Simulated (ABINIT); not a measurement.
## Beyond one shot: H6PbCNCl3 (Pm)

Wanted: G0W0 and self-consistent gaps of H6PbCNCl3 (Pm), with the cost of the cycles.

Program: ABINIT 10.8.3. Level of theory: PBEsol and many-body steps on it, plane waves. Results are calculated unless marked as measured.

This is a report of a sequence of runs, with most program output left out.

### 1. The starting structure

Symmetry: Pm, No. 6, monoclinic system. Conventional cell: a = 5.753 Å, b = 5.765 Å, c = 5.855 Å, α = 90.00°, β = 90.03°, γ = 90.00°. Nearest to H lie 1 C at 1.09 Å. Nearest to H lie 1 N at 1.04 Å. Nearest to Pb lie 6 Cl at 2.88 to 2.99 Å. C has 3 H at 1.09 Å and 1 N at 1.49 Å nearest. Farther neighbours and most contacts between anions are not listed.

The cell and positions are those that the Materials Project relaxed with its own functionals (PBE, PBE+U or r2SCAN), kept fixed. Spin-orbit coupling is left out unless a step names it.

### 2. Empty states on the mesh, 2×2×2 mesh, 183 bands

This step: ABINIT 10.8.3; DFT, PBEsol, plane waves, norm-conserving pseudopotentials.

The sums over transitions need many empty states on a uniform mesh; this step solves for them.

run.abi reads:

```
acell 3*1.0 Angstrom
rprim 
  5.752832000000 0.000000000000 0.000000000000
  0.000000000000 5.764671000000 0.000000000000
  -0.002604000000 0.000000000000 5.855201000000
ntypat 5
znucl 1 82 6 7 17
natom 12
typat 1 1 1 1 1 1 2 3 4 5 5 5
xred 
  0.879476000000 0.500000000000 0.790423000000
  0.813252000000 0.344072000000 0.047387000000
  0.813252000000 0.655928000000 0.047387000000
  0.229661000000 0.354316000000 0.978538000000
  0.229661000000 0.645684000000 0.978538000000
  0.170957000000 0.500000000000 0.216412000000
  0.473988000000 0.000000000000 0.483874000000
  0.894268000000 0.500000000000 0.976848000000
  0.144932000000 0.500000000000 0.040731000000
  0.427891000000 0.000000000000 0.975558000000
  0.429192000000 0.500000000000 0.520036000000
  0.971826000000 0.000000000000 0.439660000000
pp_dirpath "pseudos"
pseudos "H.upf, Pb.upf, C.upf, N.upf, Cl.upf"
ecut 37
ngkpt 2 2 2
nshiftk 1
shiftk 0 0 0
kptopt 1
chksymbreak 0
iscf -2
irdden 1
istwfk *1
nband 183
nbdbuf 16
tolwfr 1e-09
nstep 60
prtvol 0
indata_prefix "in"
outdata_prefix "out"
tmpdata_prefix "tmp"
```

Started as:

```
$ OMP_NUM_THREADS=1 mpirun -n 8 abinit run.abi > log
```

Wall time 3.2 min (8 MPI ranks of AMD EPYC 7B13 (Zen 3), shared host); peak memory 1.1 GiB; 26 min of CPU time.

Numbers from this step:

```yaml
gap: 2.463 eV
k_of_the_valence_top: 0.5, 0.5, 0.5
k_of_the_conduction_bottom: 0.5, 0.5, 0.5
least_direct_gap: 2.463 eV
k_points_computed: 8
lowest_point_of_the_top_converged_band_above_the_valence_top: 41.55 eV
```

On this mesh the gap is 2.463 eV.

The density comes from a self-consistent run that is not shown.

### 3. Screening, 2×2×2 mesh, 167 bands, screening to 103.4 eV

The RPA dielectric matrix is built and inverted for each q.

This step: RPA screening on PBEsol, plane waves, norm-conserving pseudopotentials.

Edit run.abi of step 2 so:

```diff
@@ -30,10 +30,11 @@
 chksymbreak 0
-iscf -2
-irdden 1
 istwfk *1
-nband 183
-nbdbuf 16
-tolwfr 1e-09
-nstep 60
-prtvol 0
+occopt 1
+irdwfk 1
+optdriver 3
+nband 167
+ecuteps 3.8
+inclvkb 2
+awtr 1
+symchi 1
 indata_prefix "in"
```

The job ended after 92 s (8 MPI ranks; peak memory 5.4 GiB).

This step gave:

```
ε∞ with local fields, on this mesh, along the program's q direction : 4.878
the same without local fields                                       : 5.589
plasma frequency                                                    : 20.29 eV
plane waves in the screening matrix                                 : 461
```

Local fields lower ε∞ by 13 %. On a Γ-centred mesh this coarse the value itself is usually too large, while a short band sum pulls it down.

### 4. G0W0

The self-energy is evaluated for the states that the input lists, and the levels follow from it, in one-shot runs by the linearised quasiparticle equation.

This step: G0W0 on PBEsol, plane waves, norm-conserving pseudopotentials.

Edit run.abi of step 3 so:

```diff
@@ -33,8 +33,17 @@
 irdwfk 1
-optdriver 3
+optdriver 4
 nband 167
+gwcalctyp 0
+ecutsigx 37
+symsigma 1
+nkptgw 2
+kptgw 
+  0.5000000000 0.5000000000 0.5000000000
+  0.0000000000 0.0000000000 0.0000000000
+bdgw 
+  28 31
+  28 31
 ecuteps 3.8
-inclvkb 2
-awtr 1
-symchi 1
+irdscr 1
+ppmodel 1
 indata_prefix "in"
```

Run time: 21 s. Hardware: 8 MPI ranks; peak memory 3.3 GiB.

This step gave:

```yaml
g0w0_gap_on_the_points_computed: 4.076 eV
starting_gap_on_the_mesh: 2.463 eV
k_of_the_valence_top: 0.5, 0.5, 0.5
k_of_the_conduction_bottom: 0.5, 0.5, 0.5
z_at_the_valence_top: 0.794
z_at_the_conduction_bottom: 0.823
least_direct_g0w0_gap_on_the_computed_points: 4.076 eV
```

The gap on the mesh goes from 2.46 eV to 4.08 eV, a correction of +1.61 eV.

### 5. evGW0, cycle 1

This step: evGW0 on PBEsol, plane waves, norm-conserving pseudopotentials.

Edit run.abi of step 4 so:

```diff
@@ -35,12 +35,24 @@
 nband 167
-gwcalctyp 0
+gwcalctyp 10
 ecutsigx 37
 symsigma 1
-nkptgw 2
+nkptgw 8
 kptgw 
+  0.0000000000 0.0000000000 0.0000000000
+  0.5000000000 0.0000000000 0.0000000000
+  0.0000000000 0.5000000000 0.0000000000
+  0.5000000000 0.5000000000 0.0000000000
+  0.0000000000 0.0000000000 0.5000000000
+  0.5000000000 0.0000000000 0.5000000000
+  0.0000000000 0.5000000000 0.5000000000
   0.5000000000 0.5000000000 0.5000000000
-  0.0000000000 0.0000000000 0.0000000000
 bdgw 
-  28 31
-  28 31
+  15 36
+  15 36
+  15 36
+  15 36
+  15 36
+  15 36
+  15 36
+  15 36
 ecuteps 3.8
```

Run time: 5.4 min. Hardware: 8 MPI ranks; peak memory 8.2 GiB.

Numbers from this step:

```
quasiparticle gap on the mesh                         : 4.445 eV
gap of the density functional on the mesh             : 2.463 eV
k of the valence top                                  : 0.5, 0.5, 0.5
k of the conduction bottom                            : 0.5, 0.5, 0.5
Z at the valence top                                  : 0.794
Z at the conduction bottom                            : 0.823
least direct quasiparticle gap on the computed points : 4.445 eV
```

Against G0W0 in ABINIT (2×2×2 mesh, 167 bands, screening to 103.4 eV, Godby-Needs plasmon pole), the gap moves by +0.369 eV. This first cycle still uses the starting levels; it takes the full correction, at all points of the mesh, and its linearised value is 4.076 eV.

### 6. evGW0, cycle 2

The corrected levels of the last cycle go back in.

Edit run.abi of step 5 so:

```diff
@@ -60,2 +60,3 @@
 ppmodel 1
+irdqps 1
 indata_prefix "in"
```

It took 5.4 min on 8 MPI ranks; peak memory 8.2 GiB; 43 min of CPU time.

This step gave:

```yaml
quasiparticle_gap_on_the_mesh: 4.288 eV
gap_of_the_density_functional_on_the_mesh: 2.463 eV
k_of_the_valence_top: 0.5, 0.5, 0.5
k_of_the_conduction_bottom: 0.5, 0.5, 0.5
least_direct_quasiparticle_gap_on_the_computed_points: 4.288 eV
```

Against the cycle before, the gap moves by −0.157 eV.

### 7. evGW0, cycle 3

run.abi is that of step 6.

Run time: 5.4 min. Hardware: 8 MPI ranks; peak memory 8.2 GiB; 43 min of CPU time.

This step gave:

- quasiparticle gap on the mesh: 4.299 eV
- gap of the density functional on the mesh: 2.463 eV
- k of the valence top: 0.5, 0.5, 0.5
- k of the conduction bottom: 0.5, 0.5, 0.5
- least direct quasiparticle gap on the computed points: 4.299 eV

Against the cycle before, the gap moves by +0.011 eV.

### 8. evGW0, cycle 4

run.abi is that of step 7.

The job ended after 5.4 min (8 MPI ranks; peak memory 8.2 GiB).

Numbers from this step:

```yaml
quasiparticle_gap_on_the_mesh: 4.298 eV
gap_of_the_density_functional_on_the_mesh: 2.463 eV
k_of_the_valence_top: 0.5, 0.5, 0.5
k_of_the_conduction_bottom: 0.5, 0.5, 0.5
least_direct_quasiparticle_gap_on_the_computed_points: 4.298 eV
```

Against the cycle before, the gap moves by −0.001 eV.

### 9. Screening, 2×2×2 mesh, 167 bands, screening to 103.4 eV

This step: RPA screening on PBEsol, plane waves, norm-conserving pseudopotentials.

Edit run.abi of step 8 so:

```diff
@@ -33,30 +33,13 @@
 irdwfk 1
-optdriver 4
+optdriver 3
 nband 167
+ecuteps 3.8
+inclvkb 2
+awtr 1
+symchi 1
 gwcalctyp 10
-ecutsigx 37
-symsigma 1
-nkptgw 8
-kptgw 
-  0.0000000000 0.0000000000 0.0000000000
-  0.5000000000 0.0000000000 0.0000000000
-  0.0000000000 0.5000000000 0.0000000000
-  0.5000000000 0.5000000000 0.0000000000
-  0.0000000000 0.0000000000 0.5000000000
-  0.5000000000 0.0000000000 0.5000000000
-  0.0000000000 0.5000000000 0.5000000000
-  0.5000000000 0.5000000000 0.5000000000
-bdgw 
-  15 36
-  15 36
-  15 36
-  15 36
-  15 36
-  15 36
-  15 36
-  15 36
-ecuteps 3.8
-irdscr 1
-ppmodel 1
-irdqps 1
+mbpt_sciss 2.065 eV
+nqptdm 1
+qptdm 
+  0 0 0
 indata_prefix "in"
```

Wall time 69 s (8 MPI ranks); peak memory 5.4 GiB; 9.1 min of CPU time.

This step gave:

| Item | Value |
| --- | --- |
| ε∞ with local fields, on this mesh, along the program's q direction | 3.746 |
| the same without local fields | 4.209 |
| plasma frequency | 20.29 eV |
| plane waves in the screening matrix | 461 |

This screening uses the functional's bands under a rigid shift, the mean opening of the cycle before.

### 10. Screening, 2×2×2 mesh, 167 bands, screening to 103.4 eV

This step: RPA screening on PBEsol from quasiparticle energies, plane waves, norm-conserving pseudopotentials.

Edit run.abi of step 9 so:

```diff
@@ -39,7 +39,13 @@
 symchi 1
+irdqps 1
 gwcalctyp 10
-mbpt_sciss 2.065 eV
-nqptdm 1
+nqptdm 7
 qptdm 
-  0 0 0
+  0.5000000000 0.0000000000 0.0000000000
+  0.0000000000 0.5000000000 0.0000000000
+  0.5000000000 0.5000000000 0.0000000000
+  0.0000000000 0.0000000000 0.5000000000
+  0.5000000000 0.0000000000 0.5000000000
+  0.0000000000 0.5000000000 0.5000000000
+  0.5000000000 0.5000000000 0.5000000000
 indata_prefix "in"
```

mrgscr.stdin reads:

```
2
merged
q0_SCR
out_SCR
1
```

Started as:

```
$ OMP_NUM_THREADS=1 mpirun -n 8 abinit run.abi > log; mrgscr < mrgscr.stdin
```

The job ended after 69 s (8 MPI ranks; peak memory 4.2 GiB).

Numbers from this step:

```yaml
plasma_frequency: 20.29 eV
plane_waves_in_the_screening_matrix: 461
```

This screening reads the quasiparticle levels of the cycle before.

### 11. evGW, cycle 1

This step: evGW on PBEsol, plane waves, norm-conserving pseudopotentials.

Edit run.abi of step 10 so:

```diff
@@ -33,12 +33,10 @@
 irdwfk 1
-optdriver 3
+optdriver 4
 nband 167
-ecuteps 3.8
-inclvkb 2
-awtr 1
-symchi 1
-irdqps 1
 gwcalctyp 10
-nqptdm 7
-qptdm 
+ecutsigx 37
+symsigma 1
+nkptgw 8
+kptgw 
+  0.0000000000 0.0000000000 0.0000000000
   0.5000000000 0.0000000000 0.0000000000
@@ -50,2 +48,15 @@
   0.5000000000 0.5000000000 0.5000000000
+bdgw 
+  15 36
+  15 36
+  15 36
+  15 36
+  15 36
+  15 36
+  15 36
+  15 36
+ecuteps 3.8
+irdscr 1
+ppmodel 1
+irdqps 1
 indata_prefix "in"
```

Started as:

```
$ OMP_NUM_THREADS=1 mpirun -n 8 abinit run.abi > log
```

Run time: 5.4 min. Hardware: 8 MPI ranks; peak memory 8.2 GiB; 43 min of CPU time.

Numbers from this step:

| Quantity | Value |
| --- | --- |
| quasiparticle gap on the mesh | 4.725 eV |
| gap of the density functional on the mesh | 2.463 eV |
| k of the valence top | 0.5, 0.5, 0.5 |
| k of the conduction bottom | 0.5, 0.5, 0.5 |
| least direct quasiparticle gap on the computed points | 4.725 eV |

Against G0W0 in ABINIT (2×2×2 mesh, 167 bands, screening to 103.4 eV, Godby-Needs plasmon pole), the gap moves by +0.649 eV.

### 12. Screening, 2×2×2 mesh, 167 bands, screening to 103.4 eV

This step: RPA screening on PBEsol, plane waves, norm-conserving pseudopotentials.

Edit run.abi of step 11 so:

```diff
@@ -33,30 +33,13 @@
 irdwfk 1
-optdriver 4
+optdriver 3
 nband 167
+ecuteps 3.8
+inclvkb 2
+awtr 1
+symchi 1
 gwcalctyp 10
-ecutsigx 37
-symsigma 1
-nkptgw 8
-kptgw 
-  0.0000000000 0.0000000000 0.0000000000
-  0.5000000000 0.0000000000 0.0000000000
-  0.0000000000 0.5000000000 0.0000000000
-  0.5000000000 0.5000000000 0.0000000000
-  0.0000000000 0.0000000000 0.5000000000
-  0.5000000000 0.0000000000 0.5000000000
-  0.0000000000 0.5000000000 0.5000000000
-  0.5000000000 0.5000000000 0.5000000000
-bdgw 
-  15 36
-  15 36
-  15 36
-  15 36
-  15 36
-  15 36
-  15 36
-  15 36
-ecuteps 3.8
-irdscr 1
-ppmodel 1
-irdqps 1
+mbpt_sciss 2.530 eV
+nqptdm 1
+qptdm 
+  0 0 0
 indata_prefix "in"
```

Wall time 1.7 min (8 MPI ranks); peak memory 5.2 GiB.

This step gave:

- ε∞ with local fields, on this mesh, along the program's q direction: 3.587
- the same without local fields: 4.018
- plasma frequency: 20.29 eV
- plane waves in the screening matrix: 461

This screening uses the functional's bands under a rigid shift, the mean opening of the cycle before.

### 13. Screening, 2×2×2 mesh, 167 bands, screening to 103.4 eV

This step: RPA screening on PBEsol from quasiparticle energies, plane waves, norm-conserving pseudopotentials.

Edit run.abi of step 12 so:

```diff
@@ -39,7 +39,13 @@
 symchi 1
+irdqps 1
 gwcalctyp 10
-mbpt_sciss 2.530 eV
-nqptdm 1
+nqptdm 7
 qptdm 
-  0 0 0
+  0.5000000000 0.0000000000 0.0000000000
+  0.0000000000 0.5000000000 0.0000000000
+  0.5000000000 0.5000000000 0.0000000000
+  0.0000000000 0.0000000000 0.5000000000
+  0.5000000000 0.0000000000 0.5000000000
+  0.0000000000 0.5000000000 0.5000000000
+  0.5000000000 0.5000000000 0.5000000000
 indata_prefix "in"
```

mrgscr.stdin is that of step 10.

Started as:

```
$ OMP_NUM_THREADS=1 mpirun -n 8 abinit run.abi > log; mrgscr < mrgscr.stdin
```

The job ended after 54 s (8 MPI ranks; peak memory 4.2 GiB).

This step gave:

```
plasma frequency                    : 20.29 eV
plane waves in the screening matrix : 461
```

This screening reads the quasiparticle levels of the cycle before.

### 14. evGW, cycle 2

This step: evGW on PBEsol, plane waves, norm-conserving pseudopotentials.

Edit run.abi of step 13 so:

```diff
@@ -33,12 +33,10 @@
 irdwfk 1
-optdriver 3
+optdriver 4
 nband 167
-ecuteps 3.8
-inclvkb 2
-awtr 1
-symchi 1
-irdqps 1
 gwcalctyp 10
-nqptdm 7
-qptdm 
+ecutsigx 37
+symsigma 1
+nkptgw 8
+kptgw 
+  0.0000000000 0.0000000000 0.0000000000
   0.5000000000 0.0000000000 0.0000000000
@@ -50,2 +48,15 @@
   0.5000000000 0.5000000000 0.5000000000
+bdgw 
+  15 36
+  15 36
+  15 36
+  15 36
+  15 36
+  15 36
+  15 36
+  15 36
+ecuteps 3.8
+irdscr 1
+ppmodel 1
+irdqps 1
 indata_prefix "in"
```

Started as:

```
$ OMP_NUM_THREADS=1 mpirun -n 8 abinit run.abi > log
```

Elapsed: 5.4 min, on 8 MPI ranks; peak memory 8.2 GiB; 43 min of CPU time.

This step gave:

```yaml
quasiparticle_gap_on_the_mesh: 4.773 eV
gap_of_the_density_functional_on_the_mesh: 2.463 eV
k_of_the_valence_top: 0.5, 0.5, 0.5
k_of_the_conduction_bottom: 0.5, 0.5, 0.5
least_direct_quasiparticle_gap_on_the_computed_points: 4.773 eV
```

Against the cycle before, the gap moves by +0.048 eV.

### 15. Screening, 2×2×2 mesh, 167 bands, screening to 103.4 eV

This step: RPA screening on PBEsol, plane waves, norm-conserving pseudopotentials.

Edit run.abi of step 14 so:

```diff
@@ -33,30 +33,13 @@
 irdwfk 1
-optdriver 4
+optdriver 3
 nband 167
+ecuteps 3.8
+inclvkb 2
+awtr 1
+symchi 1
 gwcalctyp 10
-ecutsigx 37
-symsigma 1
-nkptgw 8
-kptgw 
-  0.0000000000 0.0000000000 0.0000000000
-  0.5000000000 0.0000000000 0.0000000000
-  0.0000000000 0.5000000000 0.0000000000
-  0.5000000000 0.5000000000 0.0000000000
-  0.0000000000 0.0000000000 0.5000000000
-  0.5000000000 0.0000000000 0.5000000000
-  0.0000000000 0.5000000000 0.5000000000
-  0.5000000000 0.5000000000 0.5000000000
-bdgw 
-  15 36
-  15 36
-  15 36
-  15 36
-  15 36
-  15 36
-  15 36
-  15 36
-ecuteps 3.8
-irdscr 1
-ppmodel 1
-irdqps 1
+mbpt_sciss 2.582 eV
+nqptdm 1
+qptdm 
+  0 0 0
 indata_prefix "in"
```

It took 66 s on 8 MPI ranks; peak memory 5.5 GiB; 8.8 min of CPU time.

This step gave:

* ε∞ with local fields, on this mesh, along the program's q direction: 3.571
* the same without local fields: 3.999
* plasma frequency: 20.29 eV
* plane waves in the screening matrix: 461

This screening uses the functional's bands under a rigid shift, the mean opening of the cycle before.

### 16. Screening, 2×2×2 mesh, 167 bands, screening to 103.4 eV

This step: RPA screening on PBEsol from quasiparticle energies, plane waves, norm-conserving pseudopotentials.

Edit run.abi of step 15 so:

```diff
@@ -39,7 +39,13 @@
 symchi 1
+irdqps 1
 gwcalctyp 10
-mbpt_sciss 2.582 eV
-nqptdm 1
+nqptdm 7
 qptdm 
-  0 0 0
+  0.5000000000 0.0000000000 0.0000000000
+  0.0000000000 0.5000000000 0.0000000000
+  0.5000000000 0.5000000000 0.0000000000
+  0.0000000000 0.0000000000 0.5000000000
+  0.5000000000 0.0000000000 0.5000000000
+  0.0000000000 0.5000000000 0.5000000000
+  0.5000000000 0.5000000000 0.5000000000
 indata_prefix "in"
```

mrgscr.stdin is that of step 13.

Started as:

```
$ OMP_NUM_THREADS=1 mpirun -n 8 abinit run.abi > log; mrgscr < mrgscr.stdin
```

Run time: 69 s. Hardware: 8 MPI ranks; peak memory 4.2 GiB; 9.1 min of CPU time.

Numbers from this step:

```
plasma frequency                    : 20.29 eV
plane waves in the screening matrix : 461
```

This screening reads the quasiparticle levels of the cycle before.

### 17. evGW, cycle 3

This step: evGW on PBEsol, plane waves, norm-conserving pseudopotentials.

Edit run.abi of step 16 so:

```diff
@@ -33,12 +33,10 @@
 irdwfk 1
-optdriver 3
+optdriver 4
 nband 167
-ecuteps 3.8
-inclvkb 2
-awtr 1
-symchi 1
-irdqps 1
 gwcalctyp 10
-nqptdm 7
-qptdm 
+ecutsigx 37
+symsigma 1
+nkptgw 8
+kptgw 
+  0.0000000000 0.0000000000 0.0000000000
   0.5000000000 0.0000000000 0.0000000000
@@ -50,2 +48,15 @@
   0.5000000000 0.5000000000 0.5000000000
+bdgw 
+  15 36
+  15 36
+  15 36
+  15 36
+  15 36
+  15 36
+  15 36
+  15 36
+ecuteps 3.8
+irdscr 1
+ppmodel 1
+irdqps 1
 indata_prefix "in"
```

Started as:

```
$ OMP_NUM_THREADS=1 mpirun -n 8 abinit run.abi > log
```

Elapsed: 5.4 min, on 8 MPI ranks; peak memory 8.2 GiB; 43 min of CPU time.

This step gave:

| Item | Value |
| --- | --- |
| quasiparticle gap on the mesh | 4.778 eV |
| gap of the density functional on the mesh | 2.463 eV |
| k of the valence top | 0.5, 0.5, 0.5 |
| k of the conduction bottom | 0.5, 0.5, 0.5 |
| least direct quasiparticle gap on the computed points | 4.778 eV |

Against the cycle before, the gap moves by +0.005 eV.

### 18. Side by side

Times are wall times on 8 MPI ranks of AMD EPYC 7B13 (Zen 3), shared host, good to a factor of about two. A run's time includes the screening step that it read.

| run | mesh | bands | screening cutoff (eV) | DFT gap (eV) | gap on the mesh (eV) | direct (eV) | ε∞ used | time |
| --- | --- | --- | --- | --- | --- | --- | --- | --- |
| G0W0 | 2×2×2 | 167 | 103.4 | 2.463 | 4.076 | 4.076 | 4.88 | 1.9 min |
| evGW0, cycle 1 | 2×2×2 | 167 | 103.4 | 2.463 | 4.445 | 4.445 | 4.88 | 7 min |
| evGW0, cycle 2 | 2×2×2 | 167 | 103.4 | 2.463 | 4.288 | 4.288 | 4.88 | 6.9 min |
| evGW0, cycle 3 | 2×2×2 | 167 | 103.4 | 2.463 | 4.299 | 4.299 | 4.88 | 7 min |
| evGW0, cycle 4 | 2×2×2 | 167 | 103.4 | 2.463 | 4.298 | 4.298 | 4.88 | 6.9 min |
| evGW, cycle 1 | 2×2×2 | 167 | 103.4 | 2.463 | 4.725 | 4.725 | 3.75 | 7.7 min |
| evGW, cycle 2 | 2×2×2 | 167 | 103.4 | 2.463 | 4.773 | 4.773 | 3.59 | 8 min |
| evGW, cycle 3 | 2×2×2 | 167 | 103.4 | 2.463 | 4.778 | 4.778 | 3.57 | 7.7 min |

### 19. Results

| Property | Result |
| --- | --- |
| G0W0 | 4.076 eV |
| evGW0, cycle 1 | 4.445 eV |
| evGW0, cycle 2 | 4.288 eV |
| evGW0, cycle 3 | 4.299 eV |
| evGW0, cycle 4 | 4.298 eV |
| evGW, cycle 1 | 4.725 eV |
| evGW, cycle 2 | 4.773 eV |
| evGW, cycle 3 | 4.778 eV |
| known limits | not at the basis limit; no spin-orbit coupling; coarse k mesh |

Only the bands that the input lists are updated; the others, empty or deep, keep the functional's energies or take a rigid shift. The evGW loop starts from the last levels of evGW0, so its cycles and time come on top of those. evGW0 ends at 4.30 eV, +0.22 eV from G0W0, after 4 cycles that took 22 min beside the first screening; the last moved the gap by 0.001 eV. evGW ends at 4.78 eV, +0.70 eV from G0W0, after 3 cycles that took 23 min beside the first screening; the last moved the gap by 0.005 eV. The first cycle of evGW0 takes the full correction, without the factor Z, so it overshoots the one-shot value. Bands and cutoff are finite, so the gap is not at the basis limit. The miss can reach some tenths of an eV and take either sign; the mesh is an error of its own. The 2×2×2 mesh is coarse for this cell, which bears on the long-range parts of exchange and screening. Where an edge is built on 6p states of lead, bismuth or thallium, scalar-relativistic gaps usually stand too wide, by a few tenths to over one eV. In the updated screening the q = 0 part is built from Kohn-Sham bands under a rigid shift, the other q from the quasiparticle levels. The many-body steps are scalar-relativistic: spin-orbit coupling is not in them.

[Paths, hosts, dates, memory and timing lines, banners, echoed tables and standing remarks are left out of the program output.]

[Logs are printed without paths, hosts, clocks, repeated set-up lines and the standing remarks that a program may print on its own settings, such as how far it seeks lower states.]

[Runs of the session that timed out or met a known fault of the program may be left out.]

[Hosts, paths, dates, database ids (printed as entryN), source tags and the programs' standing remarks are cut or masked in the printed files.]

[G0W0 gaps are taken among the corrected bands and points alone; a level outside them can change the order at an edge.]

[Where Ansatz stands beside ABINIT at settings called matched, ABINIT's density can come from a denser mesh and the files from another edition; pairs whose starting gaps differed by over 0.03 eV were left out, so agreement reads better than it is.]
